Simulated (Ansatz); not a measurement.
# LuCrGa4Ir: relaxing a made-up structure, part 2 of 2

Starting from a made-up structure for LuCrGa4Ir, the aim is the relaxed cell, its shortest contacts and, where a second run follows, its electronic structure.

Ansatz 0.2.0; DFT, PBEsol, plane-wave PAW, files of the set soft_1, scalar-relativistic, ferromagnetic start, cell and ions relaxed at zero pressure; PAW set soft_1 (the session's first sound run).

So far: The starting structure; Relaxing cell and atoms. The relaxed cell has a = 4.266, c = 6.590 Å (conventional setting).

**3. Bands of the relaxed cell**

A second self-consistent run takes a narrower smearing and the mesh shown in its input; the bands follow along the standard path of the relaxed lattice.

This step: DFT, PBEsol, plane-wave PAW, files of the set soft_1, scalar-relativistic, ferromagnetic start, bands and density of states at the relaxed cell; PAW set soft_1 (Ansatz 0.2.0).

input.yaml

```yaml
crystal:
  lattice:
    - [4.265616025, 0.0, 0.0]
    - [0.0, 4.265616025, 0.0]
    - [0.0, 0.0, 6.5898990069]
  atoms:
    - { symbol: Ir, position: [0.0, 0.0, 0.5] }
    - { symbol: Lu, position: [0.0, 0.0, 0.0] }
    - { symbol: Ga, position: [0.5, 0.0, 0.7084164372] }
    - { symbol: Ga, position: [0.0, 0.5, 0.7084164372] }
    - { symbol: Ga, position: [0.5, 0.0, 0.2915835628] }
    - { symbol: Ga, position: [0.0, 0.5, 0.2915835628] }
    - { symbol: Cr, position: [0.5, 0.5, 0.0], spin: 3.4 }
magnetization:
  spin_polarized: true
kpoints:
  mp_grid: { grid: [8, 8, 6] }
  band_path:
    path:
      - [[0.0, 0.0, 0.0], [0.0, 0.5, 0.0], [0.5, 0.5, 0.0], [0.0, 0.0, 0.0], [0.0, 0.0, 0.5], [0.0, 0.5, 0.5], [0.5, 0.5, 0.5], [0.0, 0.0, 0.5]]
      - [[0.0, 0.5, 0.0], [0.0, 0.5, 0.5]]
      - [[0.5, 0.5, 0.0], [0.5, 0.5, 0.5]]
    npoints: 8
scf:
  occupations: { method: fermi_dirac, width: 0.03 }
  n_extra_bands: 13
hamiltonian:
  xc: pbesol
  pseudopotentials: { kind: paw, azcp: { folder: soft_1 }, xc_functional: pbe }
output:
  forces: true
  stress: true
  write_bands: true
  dos: { projected: true }
  write_density: true
  write_potential: true
  elf: true
  volumetric_format: npy
```

Launch:

```console
> ansatz run input.yaml --threads 4 --pin off --max-ram 10240MiB --backend cpu --events-out ev --progress --plain --runs-dir out
```

Numbers of over 12 decimals in the logs are rounded to 6 here.

The log of the run:

```text
Lu: projections on atomic orbitals take those of the free atom [Kr 4d10] 4f14 5s2 5p6 5d1 6s2, of charge +0.00 (hamiltonian.pseudopotentials.projection_atoms); the dataset's partial waves leave at most 4.6e-5 of an orbital's norm unspanned inside its sphere
[...]
Crystal: 7 atoms, lattice volume = 119.906 Å³
Basis set: ecut = 420 eV, 2303 PW (Γ), exchange–correlation on 60×60×90 points (8 copies of the dense FFT grid, shifted against one another)
Bands: 67, of which v1, the nominal top of the filled ones, is band 54 counted from 1 (53 counted from 0)
Symmetry: 16 space group operations
[...]
k-points: 60 of 384
[...]
Starting moments: Σ|m| = 3.4 μB on 1 of 7 sites
[...]
SCF iter   1: F=—  HF=-44745.270310 eV  |F-HF|=—  |Δ(HF+E_count)|=         —  Δρ=6.78e-2 (↑6.78e-2 ↓6.73e-2)  dr2=7.52e1  dr2_m=1.73e-1  M=3.241 μB ∫|m|=3.523 μB  β_m=0.30  ethr=3.10e-3  ⟨swp⟩=5.5  Hψ=30523  notcnv=0  defer=11
[...]
SCF iter  16: F=-44736.705835 eV  HF=-44736.705835 eV  |F-HF|=2.68e-8  |Δ(HF+E_count)|=   4.37e-8  Δρ=3.03e-6 (↑3.03e-6 ↓2.10e-6)  dr2=3.65e-8  dr2_m=1.23e-9  M=3.974 μB ∫|m|=4.256 μB  ethr=9.26e-11  ⟨swp⟩=17.9  Hψ=89320  notcnv=0
SCF 1 converged in 16 iterations: F = -44736.705835 eV  dr2 = 3.65e-8
[...]
NSCF: frozen V_eff on 75 k-points
SCF converged after 16 iterations
Magnetization: 3.9739 μB (55.9870 up, 52.0130 down)
Absolute magnetization: 4.2558 μB (∫|ρ↑−ρ↓|, with the PAW one-centre terms)
[...]
Per-site moments (μB) at R_I (Å): [(0.032331, 1.046419), (0.043782, 1.184174), (-0.00256463, 1.046419), (-0.00256463, 1.046419), (-0.00256463, 1.046419), (-0.00256463, 1.046419), (3.453946, 1.184174)]
Free energy (F): -44736.705835 eV
[...]
Internal energy: -44736.695509 eV  (E = F + TS)
E sigma→0 (E₀):  -44736.700672 eV
Entropy (-TS):   -0.010326 eV (-1.475 meV/atom)
Fermi energy:    14.066250 eV
[...]
--- Forces (eV/Å), atoms counted from 1 ---
  atom   1  Ir    -0.00000000     0.00000000     0.00000000
  atom   2  Lu     0.00000000    -0.00000000     0.00000000
  atom   3  Ga     0.00000000     0.00000000    -0.03923305
  atom   4  Ga     0.00000000     0.00000000    -0.03923305
  atom   5  Ga     0.00000000     0.00000000     0.03923305
  atom   6  Ga     0.00000000     0.00000000     0.03923305
  atom   7  Cr     0.00000000     0.00000000     0.00000000
  max |Σ_I F_I| component: 6.15e-29 eV/Å
--- Stress (GPa, compression-positive) ---
        0.326412       0.000000       0.000000
        0.000000       0.326412       0.000000
        0.000000       0.000000      -0.112541
  P = ⅓ Tr σ = 0.1801 GPa (1.801 kbar)
--- Band table (eV; the first three rows and the last of 120) ---
  k-point 0 ↑: bands = [... 50 lower, 12.5171, 12.5332, 12.5332, 12.6016, 13.3599, 14.9726, 16.2170, 16.2170, ... 9 higher]
  k-point 1 ↑: bands = [... 50 lower, 12.0756, 12.6347, 13.1145, 13.1145, 13.6339, 14.9770, 16.0507, 16.0507, ... 9 higher]
  k-point 2 ↑: bands = [... 50 lower, 12.0414, 12.8320, 13.6353, 13.6353, 14.1680, 14.7150, 14.9956, 15.7375, ... 9 higher]
  k-point 59 ↓: bands = [... 50 lower, 12.5481, 12.9113, 12.9113, 13.9508, 14.6656, 14.8865, 15.7820, 17.0216, ... 9 higher]
```

Run time: 23 s. Hardware: 4 threads of Intel Xeon 6975P-C (Granite Rapids), shared host; peak memory 1.1 GiB; 89 s of CPU time.

Reading the cycles: dr2 is the Hartree energy of the density residual (eV), the measure of convergence; HF is the Harris–Foulkes estimate of the energy, which meets the free energy F at convergence.

This step gave:

```
free energy             : -44736.7058 eV
energy at zero smearing : -44736.7007 eV
smearing term TS        : 0.01033 eV
Fermi energy            : 14.07 eV
magnetization           : 3.974 μB
absolute magnetization  : 4.256 μB
site moments            : 0.03233, 0.04378, -0.002565, -0.002565, -0.002565, -0.002565, 3.454 μB
pressure                : 0.1801 GPa
```

From bands.tsv, the bands that come nearest the Fermi level along the path, at its corners, in eV from the Fermi level:

| point | band_54_up | band_55_up | band_56_up | band_50_dn | band_51_dn | band_52_dn | band_53_dn | band_54_dn |
| --- | --- | --- | --- | --- | --- | --- | --- | --- |
| Γ | -0.71 | 0.91 | 2.15 | -0.73 | 0.20 | 0.20 | 0.27 | 1.04 |
| X | -0.73 | 0.21 | 0.93 | 0.17 | 0.35 | 0.45 | 0.71 | 1.57 |
| M | -1.60 | -1.47 | -1.16 | -1.40 | -1.40 | -1.31 | -1.31 | -0.03 |
| Γ | -0.71 | 0.91 | 2.15 | -0.73 | 0.20 | 0.20 | 0.27 | 1.04 |
| Z | -0.19 | 0.37 | 0.95 | -0.41 | 0.26 | 0.93 | 1.56 | 1.87 |
| R | -0.97 | -0.56 | -0.11 | -0.55 | -0.43 | 0.38 | 0.40 | 0.70 |
| A | -1.49 | -1.16 | -0.33 | -1.52 | -1.15 | -1.15 | -0.12 | 0.60 |
| Z | -0.19 | 0.37 | 0.95 | -0.41 | 0.26 | 0.93 | 1.56 | 1.87 |
| X | -0.73 | 0.21 | 0.93 | 0.17 | 0.35 | 0.45 | 0.71 | 1.57 |
| R | -0.97 | -0.56 | -0.11 | -0.55 | -0.43 | 0.38 | 0.40 | 0.70 |
| M | -1.60 | -1.47 | -1.16 | -1.40 | -1.40 | -1.31 | -1.31 | -0.03 |
| A | -1.49 | -1.16 | -0.33 | -1.52 | -1.15 | -1.15 | -0.12 | 0.60 |

Site moment by atom:

```csv
atom,site moment (μB)
Ir1,0.03
Lu2,0.04
Ga3,0.00
Ga4,0.00
Ga5,0.00
Ga6,0.00
Cr7,3.45
```

Spin density in the ac plane at fractional y = 0.000, with atoms of Ir and Lu and Ga within 0.2 Å of it.

Values in units of 1e-2 e/Å³, 21 rows by 14 columns, each cell a mean:
```
 0.9  0.2 -0.7 -0.7 -0.6 -0.6 -0.6 -0.7 -0.6 -0.6 -0.6 -0.8 -0.5  0.5
 0.8 -0.1 -0.9 -0.9 -0.9 -0.9 -1.0 -1.1 -1.0 -0.9 -0.9 -1.0 -0.7  0.3
 0.8  0.2 -0.5 -0.8 -1.1 -1.4 -1.5 -1.6 -1.5 -1.2 -1.0 -0.8 -0.3  0.4
 0.6  0.3 -0.1 -0.5 -1.0 -1.4 -1.4 -1.4 -1.4 -1.2 -0.8 -0.4  0.1  0.5
 0.6  0.5  0.2 -0.1 -0.5 -0.7 -0.2  0.3 -0.4 -0.7 -0.4  0.0  0.3  0.5
 0.6  0.6  0.5  0.3  0.0  0.0  1.4  2.7  0.7 -0.1  0.2  0.4  0.5  0.6
 0.5  0.5  0.6  0.6  0.4  0.2  0.6  1.2  0.3  0.3  0.5  0.6  0.6  0.5
 0.1  0.1  0.3  0.6  0.6  0.4  0.3  0.2  0.3  0.5  0.6  0.5  0.2  0.1
 0.1 -0.3  0.0  0.4  0.5  0.4  0.4  0.4  0.4  0.5  0.5  0.3 -0.2 -0.2
 0.6  0.6  0.5  0.4  0.3  0.3  0.2  0.2  0.2  0.3  0.4  0.4  0.5  0.6
 0.8  1.0  0.7  0.4  0.3  0.2  0.2  0.2  0.2  0.3  0.3  0.5  0.8  0.9
 0.2 -0.2  0.1  0.4  0.4  0.4  0.3  0.3  0.3  0.4  0.4  0.3 -0.1 -0.1
 0.1 -0.1  0.2  0.5  0.6  0.5  0.3  0.3  0.4  0.5  0.6  0.4  0.0 -0.1
 0.4  0.4  0.5  0.6  0.5  0.3  0.2  0.4  0.2  0.4  0.6  0.6  0.5  0.4
 0.6  0.6  0.6  0.4  0.2  0.1  1.3  2.6  0.8  0.0  0.3  0.5  0.6  0.6
 0.6  0.5  0.3  0.1 -0.3 -0.4  0.6  1.5  0.1 -0.5 -0.2  0.2  0.4  0.6
 0.6  0.4  0.0 -0.4 -0.9 -1.2 -1.2 -1.1 -1.2 -1.1 -0.7 -0.3  0.2  0.5
 0.7  0.3 -0.4 -0.8 -1.1 -1.4 -1.6 -1.6 -1.6 -1.3 -1.0 -0.6 -0.1  0.4
 0.9  0.0 -0.8 -0.9 -1.0 -1.1 -1.2 -1.3 -1.2 -1.0 -1.0 -0.9 -0.6  0.3
 0.8  0.0 -0.9 -0.8 -0.7 -0.7 -0.7 -0.8 -0.7 -0.7 -0.7 -0.9 -0.6  0.3
 1.4  0.8 -0.4 -0.6 -0.5 -0.5 -0.5 -0.6 -0.5 -0.5 -0.5 -0.6  0.0  1.1
```
Columns run along a (4.3 Å), rows up along c (6.6 Å). Atoms in or near the plane, at fractional coordinates: Ir at (0.00, 0.50), Lu at (0.00, 0.00), Ga at (0.50, 0.71), Ga at (0.50, 0.29).

Electrostatic potential energy in the ac plane at fractional y = 0.000, with atoms of Ir and Lu and Ga within 0.2 Å of it. With pseudopotentials it is smooth inside the atoms' cores, unlike the true potential.

Ten even steps from '_' (-64 eV) to '@' (47 eV), each cell a mean:
```
____--++**########****++::__
..::==****########****++--::
==++********************++++
****************************
**####******%%@@%%******##**
######****##@@@@@@******####
**********##@@@@@@**********
====********##%%##******++==
..::==****************++--..
____::++**************==..__
____::++**************==..__
__..--++**************++::..
--==++********##********++--
++********##@@@@%%**********
**####****%%@@@@@@******####
######****##@@@@%%******####
**************##************
++++**********************++
::--++******************==--
__..--++**########****++::__
____::++**########****==..__
```
Columns run along a (4.3 Å; values clipped at the 3rd and 97th percentile), rows up along c (6.6 Å). Atoms in or near the plane, at fractional coordinates: Ir at (0.00, 0.50), Lu at (0.00, 0.00), Ga at (0.50, 0.71), Ga at (0.50, 0.29).

ELF of down spins in the ac plane at fractional y = 0.000, with atoms of Ir and Lu and Ga within 0.2 Å of it. It is the smooth field of the valence electrons, not physical close to the nuclei.

Values, 21 rows by 14 columns, each cell a mean:
```
0.80 0.84 0.74 0.33 0.13 0.33 0.51 0.56 0.47 0.23 0.16 0.48 0.81 0.83
0.83 0.78 0.53 0.20 0.19 0.44 0.57 0.59 0.54 0.35 0.16 0.29 0.66 0.81
0.50 0.39 0.19 0.16 0.33 0.45 0.43 0.41 0.44 0.43 0.26 0.14 0.26 0.44
0.13 0.12 0.14 0.27 0.37 0.34 0.28 0.24 0.30 0.36 0.35 0.21 0.12 0.12
0.18 0.20 0.28 0.35 0.33 0.22 0.10 0.07 0.13 0.28 0.34 0.34 0.24 0.19
0.33 0.33 0.37 0.36 0.29 0.13 0.03 0.16 0.04 0.20 0.31 0.38 0.35 0.33
0.32 0.31 0.35 0.37 0.29 0.14 0.03 0.07 0.05 0.21 0.32 0.38 0.33 0.31
0.47 0.40 0.33 0.36 0.34 0.24 0.15 0.12 0.18 0.29 0.36 0.34 0.35 0.43
0.58 0.54 0.41 0.34 0.38 0.32 0.26 0.25 0.28 0.35 0.37 0.35 0.47 0.56
0.48 0.55 0.51 0.35 0.37 0.41 0.36 0.34 0.38 0.41 0.34 0.40 0.55 0.53
0.45 0.54 0.52 0.36 0.36 0.42 0.39 0.37 0.40 0.41 0.34 0.40 0.55 0.51
0.57 0.56 0.46 0.34 0.38 0.35 0.29 0.28 0.31 0.38 0.36 0.36 0.51 0.57
0.52 0.46 0.35 0.35 0.36 0.27 0.19 0.16 0.22 0.30 0.37 0.34 0.39 0.49
0.35 0.32 0.33 0.37 0.31 0.18 0.06 0.04 0.09 0.24 0.34 0.37 0.31 0.33
0.33 0.34 0.38 0.36 0.28 0.12 0.03 0.18 0.04 0.20 0.31 0.38 0.35 0.33
0.26 0.27 0.33 0.36 0.31 0.18 0.05 0.07 0.08 0.24 0.33 0.37 0.30 0.26
0.10 0.11 0.18 0.31 0.36 0.30 0.21 0.19 0.24 0.33 0.35 0.26 0.14 0.11
0.32 0.25 0.14 0.19 0.36 0.41 0.37 0.36 0.38 0.41 0.30 0.15 0.17 0.28
0.76 0.67 0.38 0.16 0.25 0.47 0.54 0.53 0.53 0.40 0.18 0.20 0.52 0.72
0.83 0.84 0.69 0.29 0.15 0.36 0.54 0.57 0.50 0.26 0.15 0.43 0.78 0.84
0.72 0.83 0.78 0.38 0.13 0.28 0.47 0.52 0.43 0.19 0.17 0.55 0.83 0.80
```
Columns run along a (4.3 Å), rows up along c (6.6 Å). Atoms in or near the plane, at fractional coordinates: Ir at (0.00, 0.50), Lu at (0.00, 0.00), Ga at (0.50, 0.71), Ga at (0.50, 0.29).

**4. Summary of results**

```
space group, relaxed : P4/mmm
conventional cell    : a = 4.266, b = 4.266, c = 6.590 Å; α = 90.0°, β = 90.0°, γ = 90.0°
volume per atom      : 17.13 Å³ (guess 16.10)
total moment         : 3.80 μB in the cell of 7 atoms
```

LuCrGa4Ir relaxes to P4/mmm with a = 4.266, b = 4.266 and c = 6.590 Å. The guessed volume was 6 % too small. The space group P4/mmm was held in the relaxation, so the end point is a stationary structure within it and may be a saddle against distortions or other arrangements. The input starts from parallel moments, and no other start was typed. Bands cross the Fermi level, so it is a metal or semimetal at this level. On the 8×8×6 mesh with the narrower smearing (relaxed on 7×7×4) the largest force component is 0.039 eV/Å and the largest stress component is 0.326 GPa, against the relaxation's thresholds of 0.015 eV/Å and 0.05 GPa. The cutoff wasn't tested. Spin-orbit coupling is left out, which can matter for elements this heavy. No dispersion term is used, so weakly bound directions may come out too long. Nothing here tests whether the compound is stable against decomposition.

[Logs are printed without paths, hosts, clocks, repeated set-up lines and the standing remarks that a program may print on its own settings, such as how far it seeks lower states.]

[Hosts, paths, dates, database ids (printed as entryN), source tags and the programs' standing remarks are cut or masked in the printed files.]
